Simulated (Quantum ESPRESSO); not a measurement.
# SrFeO3: parallel moments in the primitive cell, part 2 of 2

Does SrFeO3 keep a moment from a parallel start?

Quantum ESPRESSO 7.5; LDA with U = 2.7 eV on Fe d (ortho-atomic projectors); plane waves with GBRV 1.5 LDA potentials, no spin-orbit coupling.

So far, absolute magnetization (μB): step 2 (run 1 (ferro +)) 4.09.

### 4. What a mistake does

As a test, an input with a fault in it is run.

Contents of pw.in:

```
&CONTROL
  calculation = 'scf'
  prefix = 'pwscf'
  outdir = './tmp'
  pseudo_dir = './pseudo'
  disk_io = 'nowf'
/
&SYSTEM
  ibrav = 0
  nat = 5
  ntyp = 3
  ecutwfc = 40
  ecutrho = 280
  nbnd = 33
  occupations = 'smearing'
  smearing = 'mp'
  degauss = 0.01984463
  nspin = 2
  starting_magnetization(1) = 0
  starting_magnetization(2) = 0.25
  starting_magnetization(3) = 0
/
&ELECTRONS
  conv_thr = 1d-08
  electron_maxstep = 75
  mixing_beta = 0.3
/
ATOMIC_SPECIES
Sr     87.6200 missing.upf
Fe     55.8450 fe_lda_v1.5.uspp.F.UPF
O      15.9990 o_lda_v1.2.uspp.F.UPF
CELL_PARAMETERS angstrom
   3.8288137933    0.0000000000    0.0000000000
   0.0000000000    3.8288137933    0.0000000000
   0.0000000000    0.0000000000    3.8288137933
ATOMIC_POSITIONS crystal
Sr      0.0000000000    0.0000000000    0.0000000000
Fe      0.5000000000    0.5000000000    0.5000000000
O       0.0000000000    0.5000000000    0.5000000000
O       0.5000000000    0.0000000000    0.5000000000
O       0.5000000000    0.5000000000    0.0000000000
K_POINTS automatic
6 6 6 0 0 0
HUBBARD {ortho-atomic}
U Fe-3d 2.7000
```

On the command line:

```
> OMP_NUM_THREADS=1 mpirun -n 2 pw.x -nk 2 -in pw.in > pw.out
```

The program printed:

```text
     [... lines left out ...]
Program PWSCF v.7.5 starts
     Error in routine readpp (1):
     file ./pseudo/missing.upf not found
 %%%%%%%%%%%%%%%%%%%%%%%%%%%%%%%%%%%%%%%%%%%%%%%%%%%%%%%%%%%%%%%%%%%%%%%%%%%%%%
     stopping ...
```

Run time: 0.49 s. Hardware: 2 MPI ranks of Arm Neoverse V1, shared host; peak memory 0.05 GiB.

The input was rejected at the start.

The program's message: “readpp (1): file ./pseudo/missing.upf not found”

The fault put into the input: a potential file that isn't there.

### 5. The states side by side

An order is kept where moments of 0.15 μB or more survive with the typed signs; meshes match where a doubled cell samples the same k points as the first cell.

Orders:

| start | final state | typed order kept | energy over the lowest (meV a seeded atom) | largest site moment (μB) | net moment (μB a cell of the first run) | mesh matched | CPU time (s) |
| --- | --- | --- | --- | --- | --- | --- | --- |
| ferro + | ferromagnetic | yes | 0 | 3.231 | 4.006 | yes | 50.84 |
| no spin polarisation | non-magnetic | - | 1767 | 0 | 0 | yes | 25.69 |

### 6. The lowest state again, with its states saved

Edit pw.in of step 4 so:

```diff
@@ -5,3 +5,3 @@
   pseudo_dir = './pseudo'
-  disk_io = 'nowf'
+  disk_io = 'low'
 /
@@ -9,2 +9,3 @@
   ibrav = 0
+  celldm(1) = 8
   nat = 5
@@ -13,3 +14,3 @@
   ecutrho = 280
-  nbnd = 33
+  nbnd = 37
   occupations = 'smearing'
@@ -24,3 +25,3 @@
   conv_thr = 1d-08
-  electron_maxstep = 75
+  electron_maxstep = 150
   mixing_beta = 0.3
@@ -28,9 +29,9 @@
 ATOMIC_SPECIES
-Sr     87.6200 missing.upf
+Sr     87.6200 sr_lda_v1.uspp.F.UPF
 Fe     55.8450 fe_lda_v1.5.uspp.F.UPF
 O      15.9990 o_lda_v1.2.uspp.F.UPF
-CELL_PARAMETERS angstrom
-   3.8288137933    0.0000000000    0.0000000000
-   0.0000000000    3.8288137933    0.0000000000
-   0.0000000000    0.0000000000    3.8288137933
+CELL_PARAMETERS alat
+   0.9044261814408    0.0000000000000    0.0000000000000
+   0.0000000000000    0.9044261814408    0.0000000000000
+   0.0000000000000    0.0000000000000    0.9044261814408
 ATOMIC_POSITIONS crystal
```

The program printed:

```text
     [... lines left out ...]
Program PWSCF v.7.5 starts
     [... lines left out ...]
     number of atoms/cell      =            5
     [... lines left out ...]
     number of electrons       =        44.00
     number of Kohn-Sham states=           37
     kinetic-energy cutoff     =      40.0000  Ry
     charge density cutoff     =     280.0000  Ry
     scf convergence threshold =      1.0E-08
     [... lines left out ...]
     48 Sym. Ops., with inversion, found
     [... lines left out ...]
     number of k points=    20  Methfessel-Paxton smearing, width (Ry)=  0.0198
     [... lines left out ...]
     iteration # 12     ecut=    40.00 Ry     beta= 0.30
     [... lines left out ...]
     Magnetic moment per site  (integrated on atomic sphere of radius R)
     atom   1 (R=0.264)  charge=  7.5267  magn=  0.0092
     atom   2 (R=0.187)  charge= 12.8169  magn=  3.2305
     atom   3 (R=0.187)  charge=  5.2456  magn=  0.1311
     atom   4 (R=0.187)  charge=  5.2456  magn=  0.1311
     atom   5 (R=0.187)  charge=  5.2456  magn=  0.1311
     [... lines left out ...]
     Tr[ns(  2)] (up, down, total) =   4.65610  1.16108  5.81719
     [... lines left out ...]
     the Fermi energy is    10.3696 ev
!    total energy              =    -417.58411941 Ry
     estimated scf accuracy    <          7.6E-10 Ry
     smearing contrib. (-TS)   =       0.00042503 Ry
     [... lines left out ...]
     total magnetization       =     4.01 Bohr mag/cell
     absolute magnetization    =     4.09 Bohr mag/cell
     convergence has been achieved in  12 iterations
```

It took 27 s on 2 MPI ranks; peak memory 0.23 GiB.

Read from the output:

```
smearing term TS       : -0.005783 eV
magnetization          : 4.006 μB
absolute magnetization : 4.086 μB
final state            : ferromagnetic
largest moment         : 3.231 μB
```

### 7. Löwdin moments

projwfc.x projects the saved states on orthogonalised atomic orbitals of the pseudopotential files.

The program printed:

```text
[banner, memory and clock lines left out]
Program PROJWFC v.7.5 starts

     [... lines left out ...]
     IMPORTANT: XC functional enforced from input :
     Exchange-correlation= PZ
                           (   1   1   0   0   0   0   0)
     Any further DFT definition will be discarded
     Please, verify this is what you really want

     G-vector sticks info

     Check: negative core charge=   -0.000023

     negative rho (up, down):  3.346E-02 3.342E-02

     Gaussian broadening (read from input): ngauss,degauss=   0    0.010000

     Calling projwave ....

  Problem Sizes
  natomwfc =           38
  nbnd     =           37
  nkstot   =           40
  npwx     =         1647
  nkb      =           75

     Atomic states used for projection
     (read from pseudopotential files):

     state #   1: atom   1 (Sr ), wfc  1 (l=0 m= 1)
     state #   2: atom   1 (Sr ), wfc  2 (l=1 m= 1)
     state #   3: atom   1 (Sr ), wfc  2 (l=1 m= 2)
     state #   4: atom   1 (Sr ), wfc  2 (l=1 m= 3)
     state #   5: atom   1 (Sr ), wfc  3 (l=2 m= 1)
     state #   6: atom   1 (Sr ), wfc  3 (l=2 m= 2)
     state #   7: atom   1 (Sr ), wfc  3 (l=2 m= 3)
     state #   8: atom   1 (Sr ), wfc  3 (l=2 m= 4)
     state #   9: atom   1 (Sr ), wfc  3 (l=2 m= 5)
     state #  10: atom   1 (Sr ), wfc  4 (l=0 m= 1)
     state #  11: atom   1 (Sr ), wfc  5 (l=1 m= 1)
     state #  12: atom   1 (Sr ), wfc  5 (l=1 m= 2)
     state #  13: atom   1 (Sr ), wfc  5 (l=1 m= 3)
     state #  14: atom   2 (Fe ), wfc  1 (l=0 m= 1)
     state #  15: atom   2 (Fe ), wfc  2 (l=1 m= 1)
     state #  16: atom   2 (Fe ), wfc  2 (l=1 m= 2)
     state #  17: atom   2 (Fe ), wfc  2 (l=1 m= 3)
     state #  18: atom   2 (Fe ), wfc  3 (l=2 m= 1)
     state #  19: atom   2 (Fe ), wfc  3 (l=2 m= 2)
     state #  20: atom   2 (Fe ), wfc  3 (l=2 m= 3)
     state #  21: atom   2 (Fe ), wfc  3 (l=2 m= 4)
     state #  22: atom   2 (Fe ), wfc  3 (l=2 m= 5)
     state #  23: atom   2 (Fe ), wfc  4 (l=0 m= 1)
     state #  24: atom   2 (Fe ), wfc  5 (l=1 m= 1)
     state #  25: atom   2 (Fe ), wfc  5 (l=1 m= 2)
     state #  26: atom   2 (Fe ), wfc  5 (l=1 m= 3)
     state #  27: atom   3 (O  ), wfc  1 (l=0 m= 1)
     state #  28: atom   3 (O  ), wfc  2 (l=1 m= 1)
     state #  29: atom   3 (O  ), wfc  2 (l=1 m= 2)
     state #  30: atom   3 (O  ), wfc  2 (l=1 m= 3)
     state #  31: atom   4 (O  ), wfc  1 (l=0 m= 1)
     state #  32: atom   4 (O  ), wfc  2 (l=1 m= 1)
     state #  33: atom   4 (O  ), wfc  2 (l=1 m= 2)
     state #  34: atom   4 (O  ), wfc  2 (l=1 m= 3)
     state #  35: atom   5 (O  ), wfc  1 (l=0 m= 1)
     state #  36: atom   5 (O  ), wfc  2 (l=1 m= 1)
     state #  37: atom   5 (O  ), wfc  2 (l=1 m= 2)
     state #  38: atom   5 (O  ), wfc  2 (l=1 m= 3)

 [... projections of the bands left out ...]

Lowdin Charges:

     Atom #   1: total charge =   9.7148, s =  2.0453, p =  6.4852, d =  1.1843,
                 spin up      =   4.8640, s =  1.0225,
                 spin up      =   4.8640, p =  3.2429, pz=  1.0810, px=  1.0810, py=  1.0810,
                 spin up      =   4.8640, d =  0.5986, dz2=  0.1207, dxz=  0.1190, dyz=  0.1190, dx2-y2=  0.1207, dxy=  0.1190,
                 spin down    =   4.8507, s =  1.0227,
                 spin down    =   4.8507, p =  3.2423, pz=  1.0808, px=  1.0808, py=  1.0808,
                 spin down    =   4.8507, d =  0.5857, dz2=  0.1120, dxz=  0.1206, dyz=  0.1206, dx2-y2=  0.1120, dxy=  0.1206,
                 polarization =   0.0133, s = -0.0002, p =  0.0006, d =  0.0129,
     Atom #   2: total charge =  15.2641, s =  2.2853, p =  7.1616, d =  5.8172,
                 spin up      =   9.3996, s =  1.1522,
                 spin up      =   9.3996, p =  3.5913, pz=  1.1971, px=  1.1971, py=  1.1971,
                 spin up      =   9.3996, d =  4.6561, dz2=  0.8349, dxz=  0.9955, dyz=  0.9955, dx2-y2=  0.8349, dxy=  0.9955,
                 spin down    =   5.8645, s =  1.1331,
                 spin down    =   5.8645, p =  3.5702, pz=  1.1901, px=  1.1901, py=  1.1901,
                 spin down    =   5.8645, d =  1.1611, dz2=  0.2895, dxz=  0.1941, dyz=  0.1941, dx2-y2=  0.2895, dxy=  0.1941,
                 polarization =   3.5352, s =  0.0190, p =  0.0211, d =  3.4950,
     Atom #   3: total charge =   6.3161, s =  1.5898, p =  4.7263, d =  0.0000,
                 spin up      =   3.2348, s =  0.8047,
                 spin up      =   3.2348, p =  2.4300, pz=  0.8857, px=  0.6586, py=  0.8857,
                 spin up      =   3.2348, d =  0.0000, dz2=  0.0000, dxz=  0.0000, dyz=  0.0000, dx2-y2=  0.0000, dxy=  0.0000,
                 spin down    =   3.0814, s =  0.7851,
                 spin down    =   3.0814, p =  2.2963, pz=  0.7955, px=  0.7052, py=  0.7955,
                 spin down    =   3.0814, d =  0.0000, dz2=  0.0000, dxz=  0.0000, dyz=  0.0000, dx2-y2=  0.0000, dxy=  0.0000,
                 polarization =   0.1534, s =  0.0196, p =  0.1338, d =  0.0000,
     Atom #   4: total charge =   6.3161, s =  1.5898, p =  4.7263, d =  0.0000,
                 spin up      =   3.2348, s =  0.8047,
                 spin up      =   3.2348, p =  2.4300, pz=  0.8857, px=  0.8857, py=  0.6586,
                 spin up      =   3.2348, d =  0.0000, dz2=  0.0000, dxz=  0.0000, dyz=  0.0000, dx2-y2=  0.0000, dxy=  0.0000,
                 spin down    =   3.0814, s =  0.7851,
                 spin down    =   3.0814, p =  2.2963, pz=  0.7955, px=  0.7955, py=  0.7052,
                 spin down    =   3.0814, d =  0.0000, dz2=  0.0000, dxz=  0.0000, dyz=  0.0000, dx2-y2=  0.0000, dxy=  0.0000,
                 polarization =   0.1534, s =  0.0196, p =  0.1338, d =  0.0000,
     Atom #   5: total charge =   6.3161, s =  1.5898, p =  4.7263, d =  0.0000,
                 spin up      =   3.2348, s =  0.8047,
                 spin up      =   3.2348, p =  2.4300, pz=  0.6586, px=  0.8857, py=  0.8857,
                 spin up      =   3.2348, d =  0.0000, dz2=  0.0000, dxz=  0.0000, dyz=  0.0000, dx2-y2=  0.0000, dxy=  0.0000,
                 spin down    =   3.0814, s =  0.7851,
                 spin down    =   3.0814, p =  2.2963, pz=  0.7052, px=  0.7955, py=  0.7955,
                 spin down    =   3.0814, d =  0.0000, dz2=  0.0000, dxz=  0.0000, dyz=  0.0000, dx2-y2=  0.0000, dxy=  0.0000,
                 polarization =   0.1534, s =  0.0196, p =  0.1338, d =  0.0000,
     Spilling Parameter:   0.0017
```

The job ended after 1.8 s (2 MPI ranks; peak memory 0.09 GiB; 3.8 s of CPU time).

| atom | moment in the sphere (μB) | Löwdin moment (μB) | Löwdin charge (e) |
| --- | --- | --- | --- |
| Sr1 | 0.009 | 0.013 | 9.715 |
| Fe2 | 3.231 | 3.535 | 15.264 |
| O3 | 0.131 | 0.153 | 6.316 |
| O4 | 0.131 | 0.153 | 6.316 |
| O5 | 0.131 | 0.153 | 6.316 |

### 8. Occupations of the corrected shells in the lowest state

Occupations of the Hubbard shells:

| block | type | shell | spin | electrons | occupation numbers |
| --- | --- | --- | --- | --- | --- |
| 2 | Fe | 3d | up | 4.656 | 0.835 0.835 0.995 0.995 0.995 |
| 2 | Fe | 3d | down | 1.161 | 0.194 0.194 0.194 0.289 0.289 |

### 9. Summary of results

| Property | Result |
| --- | --- |
| state found | ferromagnetic (from ferro +) |
| largest site moment | 3.23 μB |
| state without moments (under the same U) | 1767 meV a seeded atom higher |

What this shows: Under a U the spinless run pays the Hubbard penalty of a partly filled shell, so its energy overstates what forming the moments gains. The largest moment reads 3.23 μB in the sphere and 3.54 μB by Löwdin projection; a site moment hangs on how space is shared out. No opposed start was run, so this says nothing of the order that the crystal takes. The smearing is not Fermi–Dirac, so its width is no temperature. In another run degenerate orbitals of a corrected shell are partly filled, so under the U its energy may be too high.

[Logs and program files are shortened in this print: banners, set-up blocks, solver, clock and traceback lines can be left out without a mark of their own.]

[Logs are printed without paths, hosts, clocks, repeated set-up lines and the standing remarks that a program may print on its own settings, such as how far it seeks lower states.]

[Hosts, paths, dates, database ids (printed as entryN), source tags and the programs' standing remarks are cut or masked in the printed files.]

[Where a cell is said to come from a database of computed structures, the database is the Materials Project.]
